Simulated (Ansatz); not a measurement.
# LaAs (model cell, started as CsCl type): following an unstable mode

Which phase does LaAs (model cell, started as CsCl type) fall into along its unstable mode, and how much energy does it gain?

Main program and level: Ansatz 0.2.0; DFT PBEsol, scalar-relativistic, plane waves, PAW.

Report form: the programs' logs are mostly left out.

The structure was built from a prototype and need not be the compound's stable phase.

### 1. Set-up

The structure is cubic, space group Pm-3m (No. 221). Conventional cell: a = 3.686 Å, b = 3.686 Å, c = 3.686 Å, α = 90.00°, β = 90.00°, γ = 90.00°. La has 8 As at 3.19 Å nearest. As has 8 La at 3.19 Å nearest. Farther neighbours are not listed.

### 2. Response at finite wavevector

The cell comes from relaxations at this level that are not shown. Stability and thermal properties need the whole zone. Linear response on a 4×4×4 q mesh gives force constants as far as a supercell of that size would.

input.yaml

```yaml
crystal:
  lattice:
    - [3.6857417172, 0.0, 0.0]
    - [0.0, 3.6857417172, 0.0]
    - [0.0, 0.0, 3.6857417172]
  atoms:
    - { symbol: La, position: [0.0, 0.0, 0.0] }
    - { symbol: As, position: [0.5, 0.5, 0.5] }
kpoints:
  mp_grid: { grid: [12, 12, 12] }
hamiltonian:
  xc: pbesol
scf:
  occupations: { method: methfessel_paxton, width: 0.15 }
output:
  eigenvalues: true
phonons:
  method: dfpt
  qmesh: [4, 4, 4]
  temperatures: { t_max: 1000, t_step: 50 }
  qpath:
    path:
      - [[0.0, 0.0, 0.0], [0.0, 0.5, 0.0], [0.5, 0.5, 0.0], [0.0, 0.0, 0.0], [0.5, 0.5, 0.5], [0.0, 0.5, 0.0]]
      - [[0.5, 0.5, 0.5], [0.5, 0.5, 0.0]]
    npoints: 10
```

Started as:

```console
> ansatz run input.yaml --threads 4 --pin off --max-ram 7168MiB --backend cpu --events-out ev --progress --plain --runs-dir out
```

Elapsed: 7.7 min, on 4 threads of Arm Neoverse V2, shared host; peak memory 2.5 GiB.

This step gave:

```yaml
volume_per_atom: 25.03 Å³
gap_on_the_k_mesh: 0 eV
sum_rule_residual_before_enforcement: 2.59e-5 eV/Å²
lowest_frequency_on_the_path: -70.81 cm⁻¹
point_group: m-3m
highest_frequency_on_the_path_or_at_a_solved_wavevector: 169.2 cm⁻¹
highest_optical_mode_at_the_zone_centre_no_lo_to_term: 87.64 cm⁻¹
lowest_optical_zone_centre_mode: 87.64 cm⁻¹
lowest_mode_on_the_q_mesh_acoustic_modes_at_gamma_apart: -70.05 cm⁻¹
```

Frequencies (cm⁻¹) solved at each irreducible wavevector; negative means imaginary. Frequencies by wavevector, by row:

```tsv
q in reciprocal lattice units	star	mode 1	mode 2	mode 3	mode 4	mode 5	mode 6
0 0 0	1	0	0	0	87.6	87.6	87.6
0 0 0.25	6	-46.6	-46.6	84	97.2	97.2	149.3
0 0 -0.5	3	-63.4	-63.4	103.8	103.8	119	169.2
0 0.25 0.25	12	-64.8	65.9	77.3	94.7	137.4	147.4
0 0.25 -0.5	12	-67.5	66.5	87.5	102	137.8	159.4
0 -0.5 -0.5	3	-70	62.2	91.6	91.6	157.1	157.1
0.25 0.25 0.25	8	68.3	68.3	72.9	135.6	135.6	139.2
0.25 0.25 -0.5	12	59.8	68.9	93	130.6	131.4	154.3
0.25 -0.5 -0.5	6	65.5	93	93	113.7	146.9	146.9
-0.5 -0.5 -0.5	1	102.5	102.5	102.5	142.1	142.1	142.1
```

Interpolated from a 4×4×4 q mesh. The phonon branches at the labelled points (cm⁻¹):

```tsv
point	branch 1	branch 2	branch 3	branch 4	branch 5	branch 6
Γ	0	0	0	88	88	88
halfway	-47	-47	84	97	97	149
X	-63	-63	104	104	119	169
halfway	-68	66	88	102	138	159
M	-70	62	92	92	157	157
halfway	-65	66	77	95	137	147
Γ	0	0	0	88	88	88
halfway	68	68	73	136	136	139
R	102	102	102	142	142	142
halfway	60	69	93	131	131	154
X	-63	-63	104	104	119	169
jump to R	102	102	102	142	142	142
halfway	66	93	93	114	147	147
M	-70	62	92	92	157	157
```

Symmetry leaves 10 wavevectors to solve. The lowest mode among them, the acoustic zeros apart, lies at q = (0, -0.5, -0.5) and is imaginary, 70.0i cm⁻¹, so the energy falls along it.

### 3. The mode frozen in, largest atomic shift 0 Å

The mode followed lies at q = (0, -0.5, -0.5) with frequency 70.0i cm⁻¹, the softest among the wavevectors solved. At small amplitude the distorted cell has space group no. 129 by a symmetry search on the positions. The undistorted cell that holds it gives the zero of energy on the same k mesh.

System of this step: LaAs (model cell, started as CsCl type). It takes space group Pm-3m (No. 221, cubic). Conventional cell: a = 3.686 Å, b = 3.686 Å, c = 3.686 Å, α = 90.00°, β = 90.00°, γ = 90.00°. Nearest to La lie 8 As at 3.19 Å. Nearest to As lie 8 La at 3.19 Å. Farther neighbours are not listed.

input.yaml

```yaml
crystal:
  lattice:
    - [-3.6857417172, 0.0, 0.0]
    - [0.0, -3.6857417172, -3.6857417172]
    - [0.0, -3.6857417172, 3.6857417172]
  atoms:
    - { symbol: La, position: [1.0, 1.0, 0.0] }
    - { symbol: La, position: [1.0, 0.5, 0.5] }
    - { symbol: As, position: [0.5, 0.0, 0.5] }
    - { symbol: As, position: [0.5, 0.5, 0.0] }
kpoints:
  mp_grid: { grid: [10, 8, 8] }
hamiltonian:
  xc: pbesol
scf:
  occupations: { method: methfessel_paxton, width: 0.15 }
output:
  forces: true
  stress: true
  eigenvalues: true
```

It took 4.8 s on 4 threads; peak memory 0.55 GiB.

Numbers from this step:

```
pressure                         : -0.02763 GPa
energy from the undistorted cell : 0 meV/atom
```

The run ends at a pressure of -0.03 GPa.

### 4. The mode frozen in, largest atomic shift 0.45 Å

The atoms are moved along the unstable eigenvector, the largest shift by 0.45 Å, with the cell fixed.

input.yaml, the sections that differ from step 3:

```yaml
crystal:
  lattice:
    - [-3.6857417172, 0.0, 0.0]
    - [0.0, -3.6857417172, -3.6857417172]
    - [0.0, -3.6857417172, 3.6857417172]
  atoms:
    - { symbol: La, position: [0.8779078854, 1.0, 0.0] }
    - { symbol: La, position: [1.1220921146, 0.5, 0.5] }
    - { symbol: As, position: [0.5, 0.0, 0.5] }
    - { symbol: As, position: [0.5, 0.5, 0.0] }
# kpoints, hamiltonian, scf, output: as in step 3
```

It took 5.2 s on 4 threads; peak memory 0.55 GiB.

This step gave:

* pressure: 2.040 GPa
* energy from the undistorted cell: -47.76 meV/atom

The energy, extrapolated to zero smearing, is -47.76 meV/atom against the undistorted cell.

The run ends at a pressure of 2.04 GPa, with forces up to 0.071 eV/Å.

### 5. Energy along the mode, all amplitudes (two of the runs are shown above)

An imaginary frequency means negative curvature, so the energy should fall and then rise again as anharmonic terms take over.

Numbers from this step:

- depth at the lowest point sampled: 47.76 meV/atom
- largest atomic shift at that point: 0.45 Å

Energy from the parent against largest atomic shift:

```tsv
largest atomic shift (Å)	energy from the parent (meV/atom)
0.000	0
0.040	-1.00
0.080	-4.31
0.140	-12.4
0.220	-25.6
0.320	-40.8
0.450	-47.8
0.600	-21.9
```

Displacement at unit largest shift by atom:

```tsv
atom	x (Å)	y (Å)	z (Å)	size
La1	1.00	0.00	0.00	1.00
La2	-1.00	0.00	0.00	1.00
As3	0.00	0.00	0.00	0.00
As4	0.00	0.00	0.00	0.00
```

The lowest of the steps tried is at 0.45 Å, 47.8 meV/atom below the parent; the bottom of the well need not coincide with a step.

### 6. Relaxing from the distorted cell

Starting from the lowest point found, all atoms and the cell are let go, so that strain and other modes of the same symmetry can join in.

Changes to input.yaml since step 4:

```diff
@@ -20 +20,6 @@
   eigenvalues: true
+relax:
+  adjacent_minimum: "off"
+  f_tol: 0.002
+  max_steps: 120
+  cell: { stress_tol: 0.03 }
```

It took 37 s on 4 threads; peak memory 0.59 GiB.

Relaxation path:

```tsv
step	energy less that of the first step (eV)	largest force component (eV/Å)	pressure (GPa)	volume (Å³)
1	0.0000	0.0713	2.04	100.14
2	-0.0115	0.0840	-2.13	105.37
3	-0.0343	0.0016	-0.20	102.63
4	-0.0346	0.0070	-0.01	102.31
5	-0.0346	0.0050	0.00	102.19
6	-0.0346	0.0001	0.00	102.21
7*	-0.0348	0.0001	0.00	102.21
```

Relaxation steps marked * repeat the geometry before them on a plane-wave basis chosen anew for their cell, so energy and pressure can jump there.

Forces are held to the 16 operations that the run works with; a distortion that breaks them can't arise in this run.

```tsv
cell as run	before	after	change
a (Å)	3.686	3.614	-1.9 %
b (Å)	5.212	5.318	+2.0 %
c (Å)	5.212	5.318	+2.0 %
volume (Å³/atom)	25.03	25.55	+2.1 %
```

Final coordinates:

```xyz
4
Lattice="-3.6144 0.0000 0.0000 0.0000 -3.7602 -3.7602 0.0000 -3.7602 3.7602" Properties=species:S:1:pos:R:3 pbc="T T T"
La   -3.1639   -3.7602   -3.7602
La   -4.0650   -3.7602    0.0000
As   -1.8072   -1.8801    1.8801
As   -1.8072   -1.8801   -1.8801
```

Numbers from this step:

```
pressure        : 0.002439 GPa
volume per atom : 25.55 Å³
```

The distorted start has space group P4/nmm; the relaxation ends in P4/nmm.

### 7. The new phase in its own primitive cell

The relaxed structure is symmetrised, reduced to its primitive cell and relaxed tightly, as its phonons need.

input.yaml, the sections that differ from step 6:

```yaml
crystal:
  lattice:
    - [5.3176757042, 0.0, 0.0]
    - [0.0, 5.3176757042, 0.0]
    - [0.0, 0.0, 3.6144361691]
  atoms:
    - { symbol: La, position: [0.0, 0.5, 0.8753390237] }
    - { symbol: La, position: [0.5, 0.0, 0.1246609763] }
    - { symbol: As, position: [0.0, 0.0, 0.5] }
    - { symbol: As, position: [0.5, 0.5, 0.5] }
kpoints:
  mp_grid: { grid: [8, 8, 10] }
relax:
  adjacent_minimum: "off"
  f_tol: 0.001
  max_steps: 60
  cell: { stress_tol: 0.01 }
# hamiltonian, scf, output: as in step 6
```

It took 11 s on 4 threads; peak memory 0.58 GiB.

Little changed from the start: no atom moved by 0.005 Å and no cell edge by 0.1 %.

The largest force component left is 0.055 meV/Å and the pressure is 0.002 GPa, within the tolerances set. The cell now holds 25.55 Å³/atom.

### 8. Modes of the new phase, k-mesh 8×8×10

A relaxed structure may still be a saddle point, so its zone-centre modes are computed. No field response is asked, since the mesh shows no gap.

Changes to input.yaml since step 7:

```diff
@@ -17,9 +17,4 @@
 output:
-  forces: true
-  stress: true
   eigenvalues: true
-relax:
-  adjacent_minimum: "off"
-  f_tol: 0.001
-  max_steps: 60
-  cell: { stress_tol: 0.01 }
+phonons:
+  method: dfpt
```

The job ended after 78 s (4 threads; peak memory 2.1 GiB).

This step gave:

| Item | Value |
| --- | --- |
| sum-rule residual before enforcement | 6.19e-5 eV/Å² |
| point group | 4/mmm |
| highest optical mode at the zone centre (no LO-TO term) | 170.7 cm⁻¹ |
| lowest optical zone-centre mode | 64.3 cm⁻¹ |

Patterns of degenerate modes are one choice out of their space. Modes at Γ, with each element's share of the kinetic energy:

```tsv
mode	frequency (cm⁻¹)	symmetry	La %	As %
1	0.0	acoustic	65	35
2	0.0	acoustic	65	35
3	0.0	acoustic	65	35
4	64.3	B1g	0	100
5	77.6	A1g	100	0
6	90.2	Eg	79	21
7	90.2	Eg	79	21
8	124.8	A2u	35	65
9	138.0	Eu	35	65
10	138.0	Eu	35	65
11	170.7	Eg	21	79
12	170.7	Eg	21	79
```

Displacements in mode 4 (64.3 cm⁻¹), the largest set to 1:
```
La1  0.00  0.00  0.00
La2  0.00  0.00  0.00
As3  0.00  0.00  1.00
As4  0.00  0.00 -1.00
```

Displacements in mode 5 (77.6 cm⁻¹), the largest set to 1:
```
La1  0.00  0.00 -1.00
La2  0.00  0.00  1.00
As3  0.00  0.00  0.00
As4  0.00  0.00  0.00
```

Before it was imposed, the acoustic sum rule was missed by 6.2e-5 eV/Å². Small misses are needed for a sound result but don't prove that mesh and cutoff are converged. The lowest optical mode is real, 64.3 cm⁻¹.

### 9. Outcome

```json
{"unstable mode of the parent": "q = (0, -0.5, -0.5), 70i cm⁻¹", "depth at the lowest point sampled": "47.8 meV/atom", "largest atomic shift at that point": "0.45 Å", "space group reached (within 0.01 Å)": "P4/nmm", "energy gained over the parent (first relaxation, on the mesh of the frozen mode)": "56.4 meV/atom", "volume per atom, phase reached": "25.6 Å³", "lowest optical zone-centre mode, phase reached": "64.3 cm⁻¹", "highest optical mode at the zone centre (no LO-TO term), phase reached": "171 cm⁻¹"}
```

In words: Along this mode the structure falls into P4/nmm, 56.4 meV/atom below the parent. At the parent's cell the well is 47.76 meV/atom deep on the steps tried, with its lowest point at a shift of 0.45 Å. Relaxing atoms and cell changes the gain by +8.68 meV/atom against the lowest step (energies at zero smearing). The new phase has no imaginary mode at the zone centre of its cell; other wavevectors were not checked. Of the 2 patterns followed to their end from this parent, this one reaches the lowest energy. Each path keeps the symmetry of its pattern, so a lower phase may lie along a pattern not tried. With no gap, or one that is small against the smearing, the frequencies hang on the k mesh and the smearing, most of all near Kohn anomalies. A semilocal functional can close a gap that the real compound would have, so the metallic treatment may be an artefact of the level. Spin-orbit coupling is left out, which can matter for the heavy elements here. A phonon run warned that its eigensolver left some bands unconverged in a pass. The starting cell was built on a prototype and not taken from a measurement, so the phase need not exist.

[Logs are printed without paths, hosts, clocks, repeated set-up lines and the standing remarks that a program may print on its own settings, such as how far it seeks lower states.]

[Hosts, paths, dates, database ids (printed as entryN), source tags and the programs' standing remarks are cut or masked in the printed files.]
